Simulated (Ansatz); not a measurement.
# W wire of staggered 5-rings: bands by functional and under strain, part 4 of 4

What gap, if any, does the W wire of staggered 5-rings have, and how does it change with the functional and under strain?

Ansatz 0.2.0; DFT PBE, plane waves, PAW; relaxation of a wire's period (the session's first sound run).

So far. Step 7 (Two-component spinors): Bands cross the Fermi level, as under PBE at the relaxed period, with no moment. Step 8 (Strain along the wire, period over the relaxed period …): Bands cross the Fermi level, as under PBE at the relaxed period, with no moment.

## Step 9: At a strained period, period over the relaxed period 0.97, k-mesh 1×1×14 (continued)

Level of this step: DFT PBE, plane waves, PAW; relaxation at a fixed period (Ansatz).

Relaxation path:

| step | energy less that of the first step (eV) | largest force component (eV/Å) |
| --- | --- | --- |
| 1 | 0.0000 | 0.5313 |
| 2 | 0.0074 | 0.8286 |
| 3 | -0.1306 | 0.1485 |
| 4 | -0.1411 | 0.1274 |
| 5 | -0.1520 | 0.0679 |
| 6 | -0.1533 | 0.0299 |
| 7 | -0.1529 | 0.0514 |
| 8 | -0.1536 | 0.0149 |

Relaxation steps 2, 7 were tried and not accepted.

The run keeps the 8 symmetry operations that it works with, so distortions that break them were not tested.

The atoms that moved most (Å):

```csv
atom,dx,dy,dz,length
W5,-0.119,0.000,0.000,0.119
W6,0.119,0.000,0.000,0.119
W4,0.001,-0.091,0.000,0.091
W8,-0.001,-0.091,0.000,0.091
W3,0.001,0.091,0.000,0.091
W7,-0.001,0.091,0.000,0.091
W9,0.053,0.049,0.000,0.072
W1,-0.053,0.049,0.000,0.072
```

This step gave:

| Item | Value |
| --- | --- |
| energy at zero smearing | -103823.0069 eV |

Bands cross the Fermi level, as under PBE at the relaxed period, with no moment.

## Step 10: The same system on other settings: scf.algorithm = "density_mixing"

This step: DFT LDA, plane waves, PAW; bands of a perfect wire at the PBE geometry; changed: scf.algorithm = "density_mixing" (Ansatz 0.2.0).

The atoms of the band run (LDA) are kept and the input is varied, to see whether the result depends on it.

input.yaml

```yaml
crystal:
  lattice:
    - [11.377, 0.0, 0.0]
    - [0.0, 11.153, 0.0]
    - [0.0, 0.0, 4.5502910454]
  atoms:
    - { symbol: W, position: [0.338918368, 0.618542761, 0.0] }
    - { symbol: W, position: [0.338918368, 0.381470668, 0.0] }
    - { symbol: W, position: [0.557966066, 0.690697068, 0.0] }
    - { symbol: W, position: [0.557966066, 0.309316362, 0.0] }
    - { symbol: W, position: [0.687415275, 0.500006715, 0.0] }
    - { symbol: W, position: [0.312599891, 0.500006715, 0.5] }
    - { symbol: W, position: [0.4420491, 0.690697068, 0.5] }
    - { symbol: W, position: [0.4420491, 0.309316362, 0.5] }
    - { symbol: W, position: [0.661096798, 0.618542761, 0.5] }
    - { symbol: W, position: [0.661096798, 0.381470668, 0.5] }
kpoints:
  mp_grid: { grid: [1, 1, 14] }
  band_path: { path: ["Γ", Z], npoints: 50 }
scf:
  occupations: { method: fermi_dirac, width: 0.05 }
  algorithm: density_mixing
hamiltonian:
  xc: lda
```

On the command line:

```bash
$ ansatz run input.yaml --threads 8 --pin off --max-ram 16384MiB --backend cpu --events-out ev --progress --plain --runs-dir out
```

Numbers of over 12 decimals in the logs are rounded to 6 here.

Output:

```text
[...]
Crystal: 10 atoms, lattice volume = 577.376 Å³
Basis set: ecut = 420 eV, 11313 PW (Γ)
Bands: 84, of which v1, the nominal top of the filled ones, is band 70 counted from 1 (69 counted from 0)
Symmetry: 8 space group operations
[...]
k-points: 8 of 14
[...]
SCF iter   1: F=—  HF=-101271.041949 eV  |F-HF|=—  |Δ(HF+E_count)|=         —  Δρ=7.38e-3  dr2=9.59e-1  ethr=1.77e-3  ⟨swp⟩=9.5  Hψ=3064  notcnv=0
[...]
SCF iter   9: F=-101270.898498 eV  HF=-101270.898498 eV  |F-HF|=2.76e-8  |Δ(HF+E_count)|=   1.48e-7  Δρ=2.54e-6  dr2=6.89e-8  ethr=7.14e-11  ⟨swp⟩=4.8  Hψ=2229  notcnv=0
SCF 1 converged in 9 iterations: F = -101270.898498 eV  dr2 = 6.89e-8
[...]
SCF converged after 9 iterations
Free energy (F): -101270.898498 eV
[...]
Internal energy: -101270.722974 eV  (E = F + TS)
E sigma→0 (E₀):  -101270.810736 eV
Entropy (-TS):   -0.175524 eV (-17.552 meV/atom)
Fermi energy:    2.975231 eV
[...]
--- Band table (eV; the first three rows and the last of 8) ---
  k-point 0: bands = [... 66 lower, 2.1938, 2.2685, 2.2749, 2.4629, 2.5088, 2.9938, 3.0151, 3.0225, ... 10 higher]
  k-point 1: bands = [... 66 lower, 2.2609, 2.3337, 2.4824, 2.5070, 2.5786, 3.0231, 3.0261, 3.1285, ... 10 higher]
  k-point 2: bands = [... 66 lower, 2.1579, 2.5104, 2.5923, 2.6591, 2.7844, 3.0740, 3.1158, 3.3971, ... 10 higher]
  k-point 7: bands = [... 66 lower, 3.0235, 3.0235, 3.1516, 3.1516, 3.2290, 3.2290, 3.3290, 3.3290, ... 10 higher]
```

Wall time 14 s (8 threads of Arm Neoverse V2, shared host); peak memory 2.5 GiB; 1.7 min of CPU time.

This step gave:

```yaml
energy_at_zero_smearing: -101270.8107 eV
```

It took 14 s against 13 s for the run it varies.

Against step 4 (now other mixing), the free energy stays within 0.05 meV an atom. The two runs end at the same energy.

## Step 11: A varied input: scf.convergence.dr2_threshold = 1e-08

This step: DFT LDA, plane waves, PAW; bands of a perfect wire at the PBE geometry; changed: scf.convergence.dr2_threshold = 1e-08 (Ansatz 0.2.0).

The atoms of the band run (LDA) are kept and the input is varied, to see whether the result depends on it.

Edit input.yaml of step 10 so:

```diff
@@ -21,3 +21,3 @@
   occupations: { method: fermi_dirac, width: 0.05 }
-  algorithm: density_mixing
+  convergence: { dr2_threshold: 1.0e-08 }
 hamiltonian:
```

Output:

```text
[...]
Crystal: 10 atoms, lattice volume = 577.376 Å³
Basis set: ecut = 420 eV, 11313 PW (Γ)
Bands: 84, of which v1, the nominal top of the filled ones, is band 70 counted from 1 (69 counted from 0)
Symmetry: 8 space group operations
[...]
k-points: 8 of 14
[...]
--- Band table (eV; the first three rows and the last of 8) ---
  k-point 0: bands = [... 66 lower, 2.1938, 2.2686, 2.2749, 2.4630, 2.5089, 2.9938, 3.0151, 3.0225, ... 10 higher]
  k-point 1: bands = [... 66 lower, 2.2609, 2.3337, 2.4824, 2.5071, 2.5786, 3.0232, 3.0261, 3.1286, ... 10 higher]
  k-point 2: bands = [... 66 lower, 2.1579, 2.5104, 2.5924, 2.6591, 2.7845, 3.0740, 3.1159, 3.3971, ... 10 higher]
  k-point 7: bands = [... 66 lower, 3.0236, 3.0236, 3.1517, 3.1517, 3.2291, 3.2291, 3.3290, 3.3290, ... 10 higher]
[key lines of the parts left out:]
SCF converged after 11 iterations
Free energy (F): -101270.898498 eV
Fermi energy:    2.975265 eV
```

Elapsed: 14 s, on 8 threads; peak memory 2.5 GiB; 1.8 min of CPU time.

It took 14 s against 13 s for the run it varies.

Against step 4 (now other threshold), the free energy stays within 0.05 meV an atom. The two runs end at the same energy.

## Step 12: Results

```
cell length, PBE           : 4.550 Å
conductance, PBE           : 8.97 G₀
gap, period scaled by 1.03 : none
gap, period scaled by 0.97 : none
```

Under PBE the cell's length is 4.55 Å, no moment survives, and it is a metal with 9 channels a spin next to the Fermi level, 8.97 G₀ at 300 K. A perfect wire passes every open channel, so the conductance counts half a G₀ for each forward-moving state at the Fermi level, spin by spin; the value here is no such multiple, since a band edge lies within the thermal window. Transport is coherent and elastic here: the atoms are frozen, so scattering by vibrations plays no part. In the perfect wire the moments were started parallel, and no opposed start was run.

[Logs are printed without paths, hosts, clocks, repeated set-up lines and the standing remarks that a program may print on its own settings, such as how far it seeks lower states.]

[Hosts, paths, dates, database ids (printed as entryN), source tags and the programs' standing remarks are cut or masked in the printed files.]
